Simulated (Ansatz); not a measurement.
## Band gap of ZnSeO3 (Pnma) from density functionals to GW

Aim: the gap of ZnSeO3 (Pnma) at several levels of theory on one structure, with the time that each takes.

Program: Ansatz 0.2.0. Level of theory: density functionals, hybrids and G0W0, plane waves, PAW. Results are calculated unless marked as measured.

Report form: the programs' logs are mostly left out.

**1. The structure**

The structure is orthorhombic, space group Pnma (No. 62). Conventional cell: a = 6.004 Å, b = 7.810 Å, c = 5.136 Å, α = 90.00°, β = 90.00°, γ = 90.00°. Zn has 6 O at 2.03 to 2.34 Å nearest. Se has 3 O at 1.72 to 1.73 Å nearest. Nearest to O lie 1 Se at 1.73 Å and 2 Zn at 2.03 to 2.34 Å. Nearest to O lie 1 Se at 1.72 Å and 2 Zn at 2.21 Å. Farther neighbours and most contacts between anions are not listed.

The cell is the Materials Project's (PBE, PBE+U or r2SCAN) relaxed one; the ions were relaxed with r2SCAN. The default PAW set here is soft_2. Its files were made with PBE.

**2. r2SCAN on the 4×4×4 mesh**

Levels along a band path and on the mesh show where this functional puts the band edges.

This step: DFT, r2SCAN, plane waves, PAW.

File input.yaml:

```yaml
crystal:
  lattice:
    - [6.004009, 0.0, 0.0]
    - [0.0, 7.810489, 0.0]
    - [0.0, 0.0, 5.135797]
  atoms:
    - { symbol: Zn, position: [0.0, 0.5, 0.5] }
    - { symbol: Zn, position: [0.5, 0.5, 0.0] }
    - { symbol: Zn, position: [0.5, 0.0, 0.0] }
    - { symbol: Zn, position: [0.0, 0.0, 0.5] }
    - { symbol: Se, position: [0.9617710496, 0.75, 0.0127346654] }
    - { symbol: Se, position: [0.5382289504, 0.25, 0.5127346654] }
    - { symbol: Se, position: [0.4617710496, 0.75, 0.4872653346] }
    - { symbol: Se, position: [0.0382289504, 0.25, 0.9872653346] }
    - { symbol: O, position: [0.1956463275, 0.4206104718, 0.875477039] }
    - { symbol: O, position: [0.3043536725, 0.5793895282, 0.375477039] }
    - { symbol: O, position: [0.6956463275, 0.0793895282, 0.624522961] }
    - { symbol: O, position: [0.8043536725, 0.9206104718, 0.124522961] }
    - { symbol: O, position: [0.8043536725, 0.5793895282, 0.124522961] }
    - { symbol: O, position: [0.6956463275, 0.4206104718, 0.624522961] }
    - { symbol: O, position: [0.3043536725, 0.9206104718, 0.375477039] }
    - { symbol: O, position: [0.1956463275, 0.0793895282, 0.875477039] }
    - { symbol: O, position: [0.0773988991, 0.25, 0.3192540354] }
    - { symbol: O, position: [0.4226011009, 0.75, 0.8192540354] }
    - { symbol: O, position: [0.5773988991, 0.25, 0.1807459646] }
    - { symbol: O, position: [0.9226011009, 0.75, 0.6807459646] }
kpoints:
  mp_grid: { grid: [4, 4, 4] }
  band_path:
    path:
      - [[0.0, 0.0, 0.0], [0.5, 0.0, 0.0], [0.5, 0.5, 0.0], [0.0, 0.5, 0.0], [0.0, 0.0, 0.0], [0.0, 0.0, 0.5], [0.5, 0.0, 0.5], [0.5, 0.5, 0.5], [0.0, 0.5, 0.5], [0.0, 0.0, 0.5]]
      - [[0.5, 0.0, 0.0], [0.5, 0.0, 0.5]]
      - [[0.0, 0.5, 0.0], [0.0, 0.5, 0.5]]
      - [[0.5, 0.5, 0.0], [0.5, 0.5, 0.5]]
    npoints: 10
hamiltonian:
  xc: r2scan
scf:
  occupations: { method: fermi_dirac, width: 0.02 }
  n_extra_bands: 10
output:
  eigenvalues: true
```

Launch:

```sh
$ ansatz run input.yaml --threads 16 --pin off --max-ram 82944MiB --backend cuda --events-out ev --progress --plain --runs-dir out --devices 1 --max-vram 78GiB
```

It took 3.1 s on 1 × NVIDIA GB200 (shared by 2 runs) with 16 threads of Arm Neoverse V2, shared host; peak memory 1.5 GiB.

Numbers from this step:

- filled bands: 92
- gap: 4.157 eV
- valence top at: Y
- conduction bottom at: k = (0.250, 0.000, 0.000)
- least direct gap: 4.381 eV

Over mesh and path the gap is 4.157 eV, from k = (0.000, 0.500, 0.000) to k = (0.250, 0.000, 0.000). The least direct gap found is 4.381 eV, at k = (0.200, 0.000, 0.000).

**3. r2SCAN+SOC on the 4×4×4 mesh**

This run has two-component orbitals with spin-orbit coupling.

This step: DFT, r2SCAN with spin-orbit coupling, plane waves, PAW.

Changes to input.yaml since step 2:

```diff
@@ -30,7 +30,13 @@
     path:
-      - [[0.0, 0.0, 0.0], [0.5, 0.0, 0.0], [0.5, 0.5, 0.0], [0.0, 0.5, 0.0], [0.0, 0.0, 0.0], [0.0, 0.0, 0.5], [0.5, 0.0, 0.5], [0.5, 0.5, 0.5], [0.0, 0.5, 0.5], [0.0, 0.0, 0.5]]
-      - [[0.5, 0.0, 0.0], [0.5, 0.0, 0.5]]
-      - [[0.0, 0.5, 0.0], [0.0, 0.5, 0.5]]
-      - [[0.5, 0.5, 0.0], [0.5, 0.5, 0.5]]
-    npoints: 10
+      - [0.0, 0.0, 0.0]
+      - [0.5, 0.0, 0.0]
+      - [0.5, 0.5, 0.0]
+      - [0.0, 0.5, 0.0]
+      - [0.0, 0.0, 0.5]
+      - [0.5, 0.0, 0.5]
+      - [0.5, 0.5, 0.5]
+      - [0.0, 0.5, 0.5]
+      - [0.25, 0.0, 0.0]
+      - [0.2, 0.0, 0.0]
+    npoints: 1
 hamiltonian:
@@ -38,4 +44,7 @@
 scf:
-  occupations: { method: fermi_dirac, width: 0.02 }
-  n_extra_bands: 10
+  occupations: { method: fixed }
+  n_extra_bands: 20
+magnetization:
+  noncollinear: true
+  spin_orbit: true
 output:
```

It took 5 s on 1 × NVIDIA GB200 (shared by 2 runs) with 16 threads; peak memory 1.9 GiB.

Numbers from this step:

| Item | Value |
| --- | --- |
| gap | 4.153 eV |
| valence top at | Y |
| conduction bottom at | k = (0.250, 0.000, 0.000) |
| least direct gap | 4.377 eV |

Over mesh and listed points the gap is 4.153 eV, from k = (0.000, 0.500, 0.000) to k = (0.250, 0.000, 0.000). The least direct gap found is 4.377 eV, at k = (0.200, 0.000, 0.000). r2SCAN+SOC against r2SCAN: 4.153 − 4.157 = −0.004 eV, with the same mesh, set of files (read in its fully relativistic form for the spin-orbit run) and cutoff, and both edges at the same k points. The spin-orbit run sees mesh and listed points alone, so its gap is an upper bound: the coupling can move an edge off these points, and the change over the zone, its sign included where it is small, is not known.

**4. HSE06 on the 4×2×4 mesh**

HSE06 mixes in a quarter of exact exchange at short range.

This step: DFT, HSE06, plane waves, PAW.

Changes to input.yaml since step 3:

```diff
@@ -27,3 +27,3 @@
 kpoints:
-  mp_grid: { grid: [4, 4, 4] }
+  mp_grid: { grid: [4, 2, 4] }
   band_path:
@@ -42,9 +42,6 @@
 hamiltonian:
-  xc: r2scan
+  xc: hse06
 scf:
   occupations: { method: fixed }
-  n_extra_bands: 20
-magnetization:
-  noncollinear: true
-  spin_orbit: true
+  n_extra_bands: 10
 output:
```

Wall time 28 s (1 × NVIDIA GB200 (shared by 2 runs) with 16 threads); peak memory 2.5 GiB; 4.4 min of CPU time.

Numbers from this step:

* gap: 5.138 eV
* valence top at: Y
* conduction bottom at: k = (0.250, 0.000, 0.000)
* least direct gap: 5.368 eV
* exact-exchange fraction: 0.25

Over mesh and listed points the gap is 5.138 eV, from k = (0.000, 0.500, 0.000) to k = (0.250, 0.000, 0.000). The least direct gap found is 5.368 eV, at k = (0.200, 0.000, 0.000). HSE06 against r2SCAN: 5.138 − 4.157 = +0.981 eV. The runs also differ in mesh (4×4×4 and 4×2×4) and plane-wave cutoff (500 eV and 420 eV), so how much of this comes from the functional alone is not known.

**5. HSE06+SOC on the 4×2×4 mesh**

This step: DFT, HSE06 with spin-orbit coupling, plane waves, PAW.

Changes to input.yaml since step 4:

```diff
@@ -45,3 +45,6 @@
   occupations: { method: fixed }
-  n_extra_bands: 10
+  n_extra_bands: 20
+magnetization:
+  noncollinear: true
+  spin_orbit: true
 output:
```

It took 2 min on 1 × NVIDIA GB200 (shared by 2 runs) with 16 threads; peak memory 7 GiB; 20 min of CPU time.

This step gave:

| Property | Result |
| --- | --- |
| gap | 5.134 eV |
| valence top at | Y |
| conduction bottom at | k = (0.250, 0.000, 0.000) |
| least direct gap | 5.363 eV |
| exact-exchange fraction | 0.25 |

Over mesh and listed points the gap is 5.134 eV, from k = (0.000, 0.500, 0.000) to k = (0.250, 0.000, 0.000). The least direct gap found is 5.363 eV, at k = (0.200, 0.000, 0.000). HSE06+SOC against HSE06: 5.134 − 5.138 = −0.004 eV, with the same mesh, set of files (read in its fully relativistic form for the spin-orbit run) and cutoff, and both edges at the same k points. The spin-orbit run sees mesh and listed points alone, so its gap is an upper bound: the coupling can move an edge off these points, and the change over the zone, its sign included where it is small, is not known.

**6. G0W0@r2SCAN, 4×2×4 mesh, 1546 empty bands, screening to 200 eV, hard PAW files**

G0W0 replaces the xc potential by a self-energy built once from the orbitals of the start. Levels are corrected in the window of bands that the input names, at points of the mesh.

This step: G0W0 on r2SCAN, plane waves, PAW.

Changes to input.yaml since step 5:

```diff
@@ -28,24 +28,12 @@
   mp_grid: { grid: [4, 2, 4] }
-  band_path:
-    path:
-      - [0.0, 0.0, 0.0]
-      - [0.5, 0.0, 0.0]
-      - [0.5, 0.5, 0.0]
-      - [0.0, 0.5, 0.0]
-      - [0.0, 0.0, 0.5]
-      - [0.5, 0.0, 0.5]
-      - [0.5, 0.5, 0.5]
-      - [0.0, 0.5, 0.5]
-      - [0.25, 0.0, 0.0]
-      - [0.2, 0.0, 0.0]
-    npoints: 1
 hamiltonian:
-  xc: hse06
+  xc: r2scan
+  pseudopotentials: { kind: paw, source: ansatz }
 scf:
   occupations: { method: fixed }
-  n_extra_bands: 20
-magnetization:
-  noncollinear: true
-  spin_orbit: true
-output:
-  eigenvalues: true
+gw:
+  n_empty_bands: 1546
+  ecut_chi: 200.0
+  qp_bands: [v4, c4]
+  qp_kpoints: band_edges
+  screening: { model: contour_deformation }
```

Elapsed: 6.8 min, on 1 × NVIDIA GB200 (shared by 2 runs) with 16 threads; peak memory 21 GiB.

Numbers from this step:

| Item | Value |
| --- | --- |
| bands summed | 1654 |
| RPA ε∞ on this mesh (eigenvalues) | 3.512, 3.856, 4.009 |
| plane waves in the screening matrix | 1541 |
| G0W0 gap over the corrected points | 5.692 eV |
| k of the valence top | 0, -0.5, 0 |
| k of the conduction bottom | 0.25, 0, 0 |
| starting gap on the mesh | 4.173 eV |
| Z at the valence top | 0.7823 |
| Z at the conduction bottom | 0.8263 |
| least direct G0W0 gap over the corrected points | 5.967 eV |

Over all 18 irreducible mesh points the G0W0 gap is 5.692 eV, from k = (0.000, -0.500, 0.000) to k = (0.250, 0.000, 0.000). The r2SCAN gap of this run on the mesh is 4.173 eV. The two states that bound the G0W0 gap lie that far apart at the start, so the correction of the gap is 5.692 − 4.173 = +1.519 eV.

**7. The ladder**

Each gap is the least one over the points named; times are wall times on shared hosts, not benchmarks. A G0W0 time includes the run's own self-consistent start. Runs with listed points see these and the mesh alone, so an edge that moves elsewhere is missed. Rows marked * are further runs, not shown as steps, whose inputs differ from the G0W0 step on the same start in the columns given; solver thresholds can differ too. Symmetry makes (0.000, 0.500, 0.000) and (0.000, -0.500, 0.000) one point.

| level | mesh | files, cutoff | bands summed, screening | points | gap (eV) | valence top | conduction bottom | least direct gap (eV) | time |
| --- | --- | --- | --- | --- | --- | --- | --- | --- | --- |
| r2SCAN | 4×4×4 | soft_2 PAW, 500 eV | - | mesh and path | 4.157 | (0.000, 0.500, 0.000) | (0.250, 0.000, 0.000) | 4.381 | 3.1 s |
| r2SCAN+SOC | 4×4×4 | soft_2 PAW, 500 eV | - | mesh and listed points | 4.153 | (0.000, 0.500, 0.000) | (0.250, 0.000, 0.000) | 4.377 | 5 s |
| HSE06 | 4×2×4 | soft_2 PAW, 420 eV | - | mesh and listed points | 5.138 | (0.000, 0.500, 0.000) | (0.250, 0.000, 0.000) | 5.368 | 28 s |
| HSE06+SOC | 4×2×4 | soft_2 PAW, 420 eV | - | mesh and listed points | 5.134 | (0.000, 0.500, 0.000) | (0.250, 0.000, 0.000) | 5.363 | 2 min |
| G0W0@r2SCAN* | 4×2×4 | hard PAW, 1050 eV | 826, 120 eV | all 18 irreducible mesh points | 5.589 | (0.000, -0.500, 0.000) | (0.250, 0.000, 0.000) | 5.875 | 2.4 min |
| G0W0@r2SCAN | 4×2×4 | hard PAW, 1050 eV | 1654, 200 eV | all 18 irreducible mesh points | 5.692 | (0.000, -0.500, 0.000) | (0.250, 0.000, 0.000) | 5.967 | 6.8 min |
| G0W0@r2SCAN* | 4×4×4 | hard PAW, 1050 eV | 826, 120 eV | all 27 irreducible mesh points | 5.588 | (0.000, -0.500, 0.000) | (0.250, 0.000, 0.000) | 5.875 | 5.2 min |

**8. Summary of results**

```
r2SCAN, over mesh and path                                           : 4.157 eV
r2SCAN+SOC, over mesh and listed points                              : 4.153 eV
HSE06, over mesh and listed points                                   : 5.138 eV
HSE06+SOC, over mesh and listed points                               : 5.134 eV
G0W0@r2SCAN (1654 bands, 4×2×4), over all 18 irreducible mesh points : 5.692 eV
known limits                                                         : finite bands, screening cutoff and k mesh; no spin-orbit coupling in G0W0; d shells not analysed
```

The rows run from 4.153 eV (r2SCAN+SOC) to 5.692 eV (G0W0@r2SCAN (1654 bands, 4×2×4)). They differ in mesh, files, plane-wave cutoff, bands and screening cutoff of G0W0 and the points over which the gap was sought as well as in level, so only pairs that share these are like for like. r2SCAN+SOC against r2SCAN: 4.153 − 4.157 = −0.004 eV, with the same mesh, set of files (read in its fully relativistic form for the spin-orbit run) and cutoff, and both edges at the same k points. The spin-orbit run sees mesh and listed points alone, so its gap is an upper bound: the coupling can move an edge off these points, and the change over the zone, its sign included where it is small, is not known. HSE06+SOC against HSE06: 5.134 − 5.138 = −0.004 eV, with the same mesh, set of files (read in its fully relativistic form for the spin-orbit run) and cutoff, and both edges at the same k points. The spin-orbit run sees mesh and listed points alone, so its gap is an upper bound: the coupling can move an edge off these points, and the change over the zone, its sign included where it is small, is not known. G0W0@r2SCAN (1654 bands, 4×2×4) moves the gap of its own start on the mesh by 5.692 − 4.173 = +1.519 eV, between the same two levels. Both edges that r2SCAN shows over mesh and path lie at k points where levels were corrected. Levels at other points were not corrected, so a lower G0W0 gap elsewhere in the zone is not ruled out. What spin-orbit coupling does to the G0W0 levels was not computed, so no sum with the G0W0 gap is formed. For G0W0@r2SCAN: from 826 bands and 120 eV to 1654 bands and 200 eV the gap moves by 5.692 − 5.589 = +0.103 eV; bands and screening cutoff rise together, so their parts are not told apart. Two runs can't test a law of convergence, so the limit is not known. With the 4×4×4 mesh in place of the 4×2×4 mesh and all else as in the G0W0@r2SCAN row with 826 bands, the gap differs by 5.588 − 5.589 = −0.001 eV, and that of the start by 4.173 − 4.173 = +0.000 eV. The G0W0 runs are scalar-relativistic. One-shot GW is known to converge slowly in bands for compounds with shallow d shells. The cell holds Zn; the filling of the d shell and its place against the gap were not analysed here. G0W0 is shown with one set of atomic data (hard PAW), so the error from the files is not known here. Failed or unusable runs of this series, left out of the table: G0W0@HSE06 (4×2×4 mesh, hard PAW files, 930 eV, 1546 empty bands) reached its time limit after 15 min; G0W0@PBE0 (4×2×4 mesh, hard PAW files, 930 eV, 1546 empty bands) reached its time limit after 12 min.

[Paths, hosts, dates, memory and timing lines, banners, echoed tables and standing remarks are left out of the program output.]

[Logs are printed without paths, hosts, clocks, repeated set-up lines and the standing remarks that a program may print on its own settings, such as how far it seeks lower states.]

[Runs of the session that timed out or met a known fault of the program may be left out.]

[Cells called generated may have been cut or substituted from an entry of the Crystallography Open Database or the Materials Project.]

[Hosts, paths, dates, database ids (printed as entryN), source tags and the programs' standing remarks are cut or masked in the printed files.]

[Where an RPA ε∞ is given, it is that of the G0W0 mesh and is not shown converged in it. Names of k-points follow the symmetry that the program found, which can be lower than the space group named. Band edges on a path are those of the sampled points; other points can move an edge, and change direct to indirect where valleys lie close.]

[Hybrid gaps are those of their k-mesh and are not shown converged in it.]
